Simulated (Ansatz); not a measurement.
## KBr (Fm-3m): spin-orbit coupling beyond the local functionals

Symmetry: Fm-3m, No. 225, cubic system. The conventional cell has a = 6.600 Å, b = 6.600 Å, c = 6.600 Å, α = 90.00°, β = 90.00°, γ = 90.00°. K has 6 Br at 3.30 Å nearest. Br has 6 K at 3.30 Å nearest. Farther neighbours and most contacts between anions are not listed.

```
K Br
1.0
     0.00000    3.30000    3.30000
     3.30000    0.00000    3.30000
     3.30000    3.30000    0.00000
K Br
1 1
Direct
  0.00000 0.00000 0.00000
  0.50000 0.50000 0.50000
```

* method: DFT, HSE06 with spin-orbit coupling, plane waves, PAW (and 1 further level or step)
* program: Ansatz 0.2.0
* settings of one run: cutoff 420 eV, 4×4×4 k-mesh, default PAW
* cost: 2 runs, 39 s in all on 1 × NVIDIA H100 80GB HBM3 (shared by 6 runs) with 3 threads of AMD EPYC 7R13 (Zen 3), shared host (the runs of this entry)
* notes: The cell and positions come from the Crystallography Open Database and are kept as given unless a step says otherwise.
* HSE06: 5.60 eV
* HSE06+SOC: 5.43 eV

Spin-orbit coupling changes the gap by −0.17 eV and the least direct gap by −0.17 eV.

[Paths, hosts, dates, memory and timing lines, banners, echoed tables and standing remarks are left out of the program output.]

[Logs are printed without paths, hosts, clocks, repeated set-up lines and the standing remarks that a program may print on its own settings, such as how far it seeks lower states.]

[Runs of the session that timed out or met a known fault of the program may be left out.]

[Cells called generated may have been cut or substituted from an entry of the Crystallography Open Database or the Materials Project.]

[Hosts, paths, dates, database ids (printed as entryN), source tags and the programs' standing remarks are cut or masked in the printed files.]
